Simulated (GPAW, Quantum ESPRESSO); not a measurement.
**Core-hole calculation of the Cl K edge in NaCl (Fm-3m)**

Aim: the Cl K edge of NaCl (Fm-3m) by two routes, a Lanczos recursion (XSpectra) and a sum over empty bands (GPAW), to see which features are robust.

Method: core-hole supercells, plane-wave PAW PBE (first program; GPAW 26.7.0 follows as the second), in Quantum ESPRESSO 7.5.

An experiment to compare with: “Solubility, speciation and local environment of chlorine in zirconolite glass–ceramics for the immobilisation of plutonium residues” (2020, pmc:9056643). The solubility and local environment of chlorine in hot isostatically pressed zirconolite-aluminosilicate glass-ceramics for waste immobilisation were determined. Diffraction, electron microscopy with X-ray microanalysis and Cl K-edge XANES compared with reference chlorides and minerals were used. It reports Cl K-edge features by Cl K-edge XANES on reference compound powder dispersed in a polyethylene glycol pellet; the values are set beside the results at the end.

The database entry behind the starting cell differs from later determinations by our own check (an axis about 0.4 % short against later determinations), so it need not match the best structure at ambient conditions.

## Step 1: Set-up

Symmetry: Fm-3m, No. 225, cubic system. The conventional cell has a = 5.620 Å, b = 5.620 Å, c = 5.620 Å, α = 90.00°, β = 90.00°, γ = 90.00°. Cl has 6 Na at 2.81 Å nearest. Nearest to Na lie 6 Cl at 2.81 Å. Farther neighbours and most contacts between anions are not listed.

## Step 2: The field without a hole (Quantum ESPRESSO)

The ground state comes first: it tells whether the system has a gap, which decides how the excited electron is treated.

The PAW data sets are made with ld1.x, with reconstruction data.

The input, scf.in:

```
&control
   calculation='scf', prefix='x', pseudo_dir='../pp', outdir='tmp', tprnfor=.true.
/
&system
   ibrav=0, nat=2, ntyp=2, nbnd=12
   ecutwfc=62, ecutrho=360
   occupations='smearing', smearing='mv', degauss=0.015
/
&electrons
   conv_thr=2.0e-08, electron_maxstep=120
   mixing_beta=0.5
/
ATOMIC_SPECIES
Cl3 1.0 Cl.pbe-nl-kjpaw.UPF
Na 1.0 Na.pbe-spnl-kjpaw.UPF
CELL_PARAMETERS angstrom
  0.00000000 2.81000000 2.81000000
  2.81000000 0.00000000 2.81000000
  2.81000000 2.81000000 0.00000000
ATOMIC_POSITIONS crystal
Cl3  0.50000000 0.50000000 0.50000000
Na   0.00000000 0.00000000 0.00000000
K_POINTS automatic
8 8 8 0 0 0
```

The run is started by

```bash
OMP_NUM_THREADS=1 mpirun --oversubscribe --bind-to none -np 8 pw.x -nk 8 -in scf.in > scf.out
```

The log of the run:

```text
     [... banner and references ...]
using ibrav=0 with symmetry is DISCOURAGED, use correct ibrav instead

     G-vector sticks info
     --------------------

     Using Slab Decomposition

     bravais-lattice index     =            0
     lattice parameter (alat)  =       7.5097  a.u.
     unit-cell volume          =     299.4646 (a.u.)^3
     number of atoms/cell      =            2
     number of atomic types    =            2
     number of electrons       =        16.00
     number of Kohn-Sham states=           12
     kinetic-energy cutoff     =      62.0000  Ry
     charge density cutoff     =     360.0000  Ry
     scf convergence threshold =      2.0E-08
     mixing beta               =       0.5000
     number of iterations used =            8  plain     mixing
     Exchange-correlation= SLA  PW   PBX  PBC
                           (   1   4   3   4   0   0   0)

     celldm(1)=   7.509658  celldm(2)=   0.000000  celldm(3)=   0.000000
     celldm(4)=   0.000000  celldm(5)=   0.000000  celldm(6)=   0.000000

     crystal axes: (cart. coord. in units of alat)
               a(1) = (   0.000000   0.707107   0.707107 )
               a(2) = (   0.707107   0.000000   0.707107 )
               a(3) = (   0.707107   0.707107   0.000000 )

     reciprocal axes: (cart. coord. in units 2 pi/alat)
               b(1) = ( -0.707107  0.707107  0.707107 )
               b(2) = (  0.707107 -0.707107  0.707107 )
               b(3) = (  0.707107  0.707107 -0.707107 )

     PseudoPot. #1 for Cl:     Pseudo is Projector augmented-wave + core cor, Zval =  7.0

     PseudoPot. #2 for Na:     Pseudo is Projector augmented-wave + core cor, Zval =  9.0

     atomic species   valence    mass     pseudopotential
     Cl3               7.00     1.00000     Cl( 1.00)
     Na                9.00     1.00000     Na( 1.00)

     48 Sym. Ops., with inversion, found

   Cartesian axes

     site n.     atom                  positions (alat units)
         1        Cl3    tau(   1) = (   0.7071068   0.7071068   0.7071068  )
         2        Na     tau(   2) = (   0.0000000   0.0000000   0.0000000  )

     number of k points=    29  Marzari-Vanderbilt smearing, width (Ry)=  0.0150
                       cart. coord. in units 2pi/alat
        k(    1) = (   0.0000000   0.0000000   0.0000000), wk =   0.0039062
        k(    2) = (   0.0883883   0.0883883  -0.0883883), wk =   0.0312500
        k(    3) = (   0.1767767   0.1767767  -0.1767767), wk =   0.0312500
        k(    4) = (   0.2651650   0.2651650  -0.2651650), wk =   0.0312500
        k(    5) = (  -0.3535534  -0.3535534   0.3535534), wk =   0.0156250
[...]
k(   27) = (   0.0000000  -0.3535534   0.5303301), wk =   0.0937500
        k(   28) = (  -0.7071068   0.1767767  -0.0000000), wk =   0.0468750
        k(   29) = (  -0.7071068   0.3535534   0.0000000), wk =   0.0234375

     Dense  grid:    34621 G-vectors     FFT dimensions: (  45,  45,  45)

     Smooth grid:    19795 G-vectors     FFT dimensions: (  40,  40,  40)

     Initial potential from superposition of free atoms

     starting charge      15.9937, renormalised to      16.0000
     Starting wfcs are    9 randomized atomic wfcs +    3 random wfcs
     Checking if some PAW data can be deallocated...

     per-process dynamical memory:    27.8 Mb

     Self-consistent Calculation

     iteration #  1     ecut=    62.00 Ry     beta= 0.50
     Davidson diagonalization with overlap
     ethr =  1.00E-02,  avg # of iterations =  5.6

     Threshold (ethr) on eigenvalues was too large:
     Diagonalizing with lowered threshold

     Davidson diagonalization with overlap
     ethr =  3.20E-04,  avg # of iterations =  1.9

     total energy              =    -188.83614633 Ry
     estimated scf accuracy    <       0.04968596 Ry

     iteration #  2     ecut=    62.00 Ry     beta= 0.50
     Davidson diagonalization with overlap
[...]
estimated scf accuracy    <       0.00001040 Ry

     iteration #  5     ecut=    62.00 Ry     beta= 0.50
     Davidson diagonalization with overlap
     ethr =  6.50E-08,  avg # of iterations =  3.1

     total energy              =    -188.84694452 Ry
     estimated scf accuracy    <       0.00000068 Ry

     iteration #  6     ecut=    62.00 Ry     beta= 0.50
     Davidson diagonalization with overlap
     ethr =  4.25E-09,  avg # of iterations =  2.2

     End of self-consistent calculation

          k = 0.0000 0.0000 0.0000 (  2445 PWs)   bands (ev):

   -47.8464 -19.7511 -19.7511 -19.7511 -11.6398   1.0404   1.0404   1.0404
     6.1902  12.1278  12.1278  12.1279

          k = 0.0884 0.0884-0.0884 (  2496 PWs)   bands (ev):

   -47.8464 -19.7559 -19.7516 -19.7516 -11.5917   0.6665   0.9989   0.9989
     6.6899  11.6005  12.3184  12.3184

          k = 0.1768 0.1768-0.1768 (  2475 PWs)   bands (ev):

   -47.8461 -19.7666 -19.7523 -19.7523 -11.4724  -0.0719   0.9020   0.9020
     7.6662  11.0635  12.4082  12.4083

          k = 0.2652 0.2652-0.2652 (  2458 PWs)   bands (ev):

   -47.8457 -19.7772 -19.7530 -19.7530 -11.3481  -0.6825   0.8093   0.8093
     8.2363  11.3464  12.1249  12.1249

          k =-0.3536-0.3536 0.3536 (  2488 PWs)   bands (ev):

   -47.8457 -19.7818 -19.7534 -19.7534 -11.2950  -0.9125   0.7720   0.7720
     8.3269  11.7588  11.9878  11.9878

          k = 0.1768 0.0000 0.0000 (  2489 PWs)   bands (ev):

[...]
k = 0.2652 0.0884-0.0884 (  2479 PWs)   bands (ev):

[...]
k = 0.3536 0.1768-0.1768 (  2469 PWs)   bands (ev):

[...]
k =-0.2652-0.4419 0.4419 (  2461 PWs)   bands (ev):

[...]
k =-0.1768-0.3536 0.3536 (  2467 PWs)   bands (ev):

[...]
k =-0.0884-0.2652 0.2652 (  2479 PWs)   bands (ev):

[...]
k = 0.0000-0.1768 0.1768 (  2501 PWs)   bands (ev):

[...]
k = 0.3536 0.0000 0.0000 (  2477 PWs)   bands (ev):

[...]
k = 0.4419 0.0884-0.0884 (  2463 PWs)   bands (ev):

[...]
k =-0.1768-0.5303 0.5303 (  2458 PWs)   bands (ev):

[...]
k = 0.0000-0.3536 0.3536 (  2461 PWs)   bands (ev):

[...]
k = 0.5303-0.0000 0.0000 (  2470 PWs)   bands (ev):

[...]
k = 0.0000-0.5303 0.5303 (  2482 PWs)   bands (ev):

[...]
k =-0.7071 0.0000 0.0000 (  2466 PWs)   bands (ev):

[...]
k = 0.3536 0.1768 0.0000 (  2472 PWs)   bands (ev):

[...]
k =-0.1768-0.3536 0.5303 (  2458 PWs)   bands (ev):

[...]
k =-0.1768-0.5303 0.7071 (  2474 PWs)   bands (ev):

[...]
k =-0.0884-0.4419 0.6187 (  2463 PWs)   bands (ev):

[...]
k = 0.0000-0.3536 0.5303 (  2466 PWs)   bands (ev):

   -47.8454 -19.7706 -19.7643 -19.7569 -11.2503  -0.3690  -0.0536   0.5368
    10.1099  10.2685  10.7923  13.0195

          k =-0.7071 0.1768-0.0000 (  2468 PWs)   bands (ev):

   -47.8454 -19.7703 -19.7614 -19.7607 -11.2377  -0.5143   0.2423   0.3537
     9.1225   9.5926  11.9352  13.8050

          k =-0.7071 0.3536 0.0000 (  2468 PWs)   bands (ev):

   -47.8454 -19.7658 -19.7658 -19.7618 -11.2290  -0.1652  -0.1652   0.2756
     9.9008  10.7587  10.7587  12.4252

     the Fermi energy is     5.2348 ev

!    total energy              =    -188.84694487 Ry
     total all-electron energy =     -1248.133935 Ry
     estimated scf accuracy    <       0.00000001 Ry
     smearing contrib. (-TS)   =      -0.00000000 Ry
     internal energy E=F+TS    =    -188.84694487 Ry

     The total energy is F=E-TS. E is the sum of the following terms:
     one-electron contribution =     -80.50607291 Ry
     hartree contribution      =      47.00274970 Ry
     xc contribution           =     -21.71142709 Ry
     ewald contribution        =     -69.05088543 Ry
     one-center paw contrib.   =     -64.58130914 Ry

     convergence has been achieved in   6 iterations

     Forces acting on atoms (cartesian axes, Ry/au):

     atom    1 type  1   force =    -0.00000000   -0.00000000   -0.00000000
     atom    2 type  2   force =     0.00000000    0.00000000    0.00000000

     Total force =     0.000000     Total SCF correction =     0.000000

     XML data file, charge density, pseudopotentials, collected wavefunctions

=------------------------------------------------------------------------------=
   JOB DONE.
=------------------------------------------------------------------------------=
```

Run time: 8.1 s. Hardware: 8 MPI ranks of AMD EPYC (Zen 3), shared host; peak memory 0.08 GiB; 57 s of CPU time.

Absorbing atoms carry a label of their own (element plus a letter or digit), as the spectrum program needs them as separate species.

The mesh shows a gap of 5.15 eV, so the hole is first treated in a charged cell, without the excited electron.

## Step 3: Spectrum without a core hole, Cl atom 1 (Quantum ESPRESSO)

This cheap baseline ignores the attraction of the hole: it shows the absorber's empty states as they are in the ground state.

The absorber has 6 Na at 2.81 Å (octahedral, site symmetry m-3m).

The input, xspectra.in:

```
&input_xspectra
   calculation='xanes_dipole', edge='K'
   prefix='x', outdir='tmp', xiabs=1, xe0=3.6153
   xonly_plot=.false., x_save_file='xanes.sav'
   xniter=3000, xcheck_conv=20, xerror=0.005
   xcoordcrys=.false., xepsilon(1)=1, xepsilon(2)=0, xepsilon(3)=0
/
&plot
   xnepoint=413, xemin=-10, xemax=45, terminator=.true., cut_occ_states=.true.
   xgamma=0.4
/
&pseudos
   filecore='../Cl.wfc'
/
&cut_occ
   cut_desmooth=0.1, cut_stepl=0.05, cut_stepu=0.05, cut_ierror=1e-5
/
7 7 7 0 0 0
```

The run is started by

```bash
OMP_NUM_THREADS=1 mpirun --oversubscribe --bind-to none -np 8 xspectra.x -nk 8 -in xspectra.in > xspectra.out
```

The log of the run:

```text
     [... banner and references ...]
Reading input_file

     calculation: xanes_dipole

     xepsilon  [cartesian coordinates]:   1.000000   0.000000   0.000000

     xonly_plot: FALSE
        => complete calculation: Lanczos + spectrum plot

     filecore (core-wavefunction file): ../Cl.wfc

     main plot parameters:
        cut_occ_states: TRUE
        gamma_mode:  constant
        -> using xgamma [eV]:  0.40
        xemin [eV]: -10.00
        xemax [eV]:  45.00
        xnepoint:  413
        xe0 [eV]:   3.615300 (energy zero read in input file)

[...]
Results of STEP 1 successfully written in x_save_file
     x_save_file name:
     ->  xanes.sav
     x_save_file version:  2

     ... End STEP 1 ...

     ... Begin STEP 2 ...

     The spectrum is calculated using the following parameters:
        xe0 [eV]:    3.6153
        the occupied states are elimintate from the spectrum
        xemin [eV]: -10.00
        xemax [eV]:  45.00
        xnepoint:  413
        constant broadening parameter [eV]:    0.400
        Core level energy [eV]:  -2822.
         (from electron binding energy of neutral atoms in X-ray data booklet)

     Cross-section successfully written in xanes.dat

     ... End STEP 2 ...

                                END JOB XSpectra
```

Elapsed: 35 s, on 8 MPI ranks; peak memory 0.08 GiB; 4.4 min of CPU time.

The Cl K spectrum, Cl atom 1, no core hole (energy from the lowest empty level; intensity scaled to a mean of 1 over the first 20 eV; the points at xe0, where the cut of filled states can leave a spike, are interpolated):

```tsv
E (eV)	intensity
-2.0	0.04
-1.5	0.04
-1.0	0.05
-0.5	0.07
0.0	0.09
0.5	0.15
1.0	0.21
1.5	0.37
2.0	0.51
2.5	0.77
3.0	0.90
3.5	1.12
4.0	1.39
4.5	2.02
5.0	2.40
5.5	1.77
6.0	1.08
6.5	0.78
7.0	0.76
7.5	0.76
8.0	0.61
8.5	0.79
9.0	0.94
9.5	0.83
10.0	0.79
10.5	0.67
11.0	0.58
11.5	0.89
12.0	1.15
12.5	1.24
13.0	1.54
13.5	1.50
14.0	1.50
14.5	1.40
15.0	1.68
15.5	1.44
16.0	1.25
16.5	0.86
17.0	0.72
17.5	0.80
18.0	0.96
18.5	0.80
19.0	0.76
19.5	0.84
20.0	0.65
20.5	0.66
21.0	0.66
21.5	0.82
22.0	0.82
22.5	0.79
23.0	0.78
23.5	0.74
24.0	0.91
24.5	1.19
25.0	0.90
25.5	0.86
26.0	0.82
26.5	0.85
27.0	0.88
27.5	1.13
28.0	1.18
28.5	1.04
29.0	1.09
29.5	1.04
30.0	1.03
30.5	1.00
31.0	0.94
31.5	0.80
32.0	0.94
```

Main maxima below 24 eV (height): 4.9 eV (2.44), 8.9 eV (0.96), 13.2 eV (1.58), 13.9 eV (1.54), 14.9 eV (1.68) and 18.1 eV (0.99). A K edge sees empty p states on the absorber.

## Step 4: Another broadening

The final state's lifetime shortens with energy, so measured features broaden above the edge; the saved Lanczos coefficients are redrawn with a width that grows.

The input, xspectra_plot.in:

```
&input_xspectra
   calculation='xanes_dipole', edge='K'
   prefix='x', outdir='tmp', xiabs=1, xe0=3.6153
   xonly_plot=.true., x_save_file='xanes.sav'
   xniter=3000, xcheck_conv=20, xerror=0.005
   xcoordcrys=.false., xepsilon(1)=1, xepsilon(2)=0, xepsilon(3)=0
/
&plot
   xnepoint=413, xemin=-10, xemax=45, terminator=.true., cut_occ_states=.true.
   gamma_mode='variable', gamma_energy(1)=4, gamma_energy(2)=25, gamma_value(1)=0.32, gamma_value(2)=2.5
/
&pseudos
   filecore='../Cl.wfc'
/
&cut_occ
   cut_desmooth=0.1, cut_stepl=0.05, cut_stepu=0.05, cut_ierror=1e-5
/
7 7 7 0 0 0
```

The run is started by

```bash
OMP_NUM_THREADS=1 xspectra.x -in xspectra_plot.in > xspectra_plot.out
```

The log of the run:

```text
     [... banner and references ...]
Reading input_file
     -------------------------------------------------------------------------

     calculation: xanes_dipole

     xonly_plot: TRUE
        => only the spectrum plot

     main plot parameters:
        cut_occ_states: TRUE
        gamma_mode:  variable
        -> first, constant up to point ( 4.00, 0.32) [eV]
        -> then, linear up to point (25.00, 2.50) [eV]
        -> finally, constant up to xemax
        xemin [eV]: -10.00
        xemax [eV]:  45.00
        xnepoint:  413
[...]
xemin [eV]: -10.00
        xemax [eV]:  45.00
        xnepoint:  413
        energy-dependent broadening parameter:
         -> first, constant up to point ( 4.00, 0.32) [eV]
         -> then, linear up to point (25.00, 2.50) [eV]
         -> finally, constant up to xemax
        Core level energy [eV]:  -2822.
         (from electron binding energy of neutral atoms in X-ray data booklet)

     Cross-section successfully written in xanes.dat

     -------------------------------------------------------------------------
                                END JOB XSpectra
     -------------------------------------------------------------------------
[key lines of the parts left out:]
Fermi level [eV]:   1.0404
```

It took 8.3 s on 1 MPI rank; peak memory 0.06 GiB.

With a Lorentzian half width 0.32 eV up to 4 eV, rising linearly to 2.5 eV at 25 eV (counted from xe0, 2.6 eV below the zero used here), the maxima are 4.9 eV (2.03) and 14.0 eV (1.28).

## Step 5: Supercell without a hole, the energy reference (Quantum ESPRESSO)

The photon energy needs a difference of total energies, so the cell and mesh of the coming hole run are first run without a hole.

The input, scf.in:

```
&control
   calculation='scf', prefix='x', pseudo_dir='../pp', outdir='tmp', tprnfor=.true.
/
&system
   ibrav=0, nat=12, ntyp=2, nbnd=52
   ecutwfc=62, ecutrho=360
   occupations='fixed'
/
&electrons
   conv_thr=1.2e-07, electron_maxstep=120
   mixing_beta=0.5
/
ATOMIC_SPECIES
Cl 1.0 Cl.pbe-nl-kjpaw.UPF
Na 1.0 Na.pbe-spnl-kjpaw.UPF
CELL_PARAMETERS angstrom
  2.81000000 5.62000000 2.81000000
  2.81000000 -5.62000000 2.81000000
  2.81000000 -2.81000000 -5.62000000
ATOMIC_POSITIONS crystal
Cl   0.75000000 0.25000000 0.00000000
Cl   0.41666667 0.25000000 0.33333333
Cl   0.25000000 0.75000000 0.00000000
Cl   0.08333333 0.25000000 0.66666667
Cl   0.91666667 0.75000000 0.33333333
Cl   0.58333333 0.75000000 0.66666667
Na   0.00000000 0.00000000 0.00000000
Na   0.66666667 0.00000000 0.33333333
Na   0.50000000 0.50000000 0.00000000
Na   0.33333333 0.00000000 0.66666667
Na   0.16666667 0.50000000 0.33333333
Na   0.83333333 0.50000000 0.66666667
K_POINTS automatic
3 3 3 0 0 0
```

The run is started by

```bash
OMP_NUM_THREADS=1 mpirun --oversubscribe --bind-to none -np 8 pw.x -nk 4 -in scf.in > scf.out
```

The log of the run:

```text
     [... banner and references ...]
[banner, memory and clock lines left out]
Found identity + ( -0.3333  0.0000  0.3333) symmetry
     This is a supercell, fractional translations are disabled
     using ibrav=0 with symmetry is DISCOURAGED, use correct ibrav instead

     bravais-lattice index     =            0
     lattice parameter (alat)  =      13.0071  a.u.
     unit-cell volume          =    1796.7879 (a.u.)^3
     number of atoms/cell      =           12
[...]
atom    2 type  1   force =    -0.00000023    0.00000007    0.00000006
     atom    3 type  1   force =     0.00000011    0.00000026    0.00000011
[...]
atom   11 type  2   force =     0.00000062   -0.00000000   -0.00000062
     atom   12 type  2   force =    -0.00000062    0.00000000    0.00000062

     Total force =     0.000003     Total SCF correction =     0.000007
     SCF correction compared to forces is large: reduce conv_thr to get better values

     XML data file, charge density, pseudopotentials, collected wavefunctions
[key lines of the parts left out:]
!    total energy              =   -1133.08163523 Ry
convergence has been achieved in   8 iterations
```

The job ended after 59 s (8 MPI ranks; peak memory 0.17 GiB).

Reference energy: -101890.363 eV with the cores included.

(Continued in part 2 of 4.)

[Banner, clock and machine lines of the logs are left out without a mark of their own.]

[Logs are printed without paths, hosts, clocks, repeated set-up lines and the standing remarks that a program may print on its own settings, such as how far it seeks lower states.]

[Hosts, paths, dates, database ids (printed as entryN), source tags and the programs' standing remarks are cut or masked in the printed files.]

[Lists of maxima count a maximum above −3 eV only where it reaches 4 % of the highest in the window and stands out from its surroundings by 2 % of it (1.5 % where it reaches 55 %); shoulders and weaker maxima are passed over, and of the rest the first, up to two pre-edge ones and the few strongest are named.]
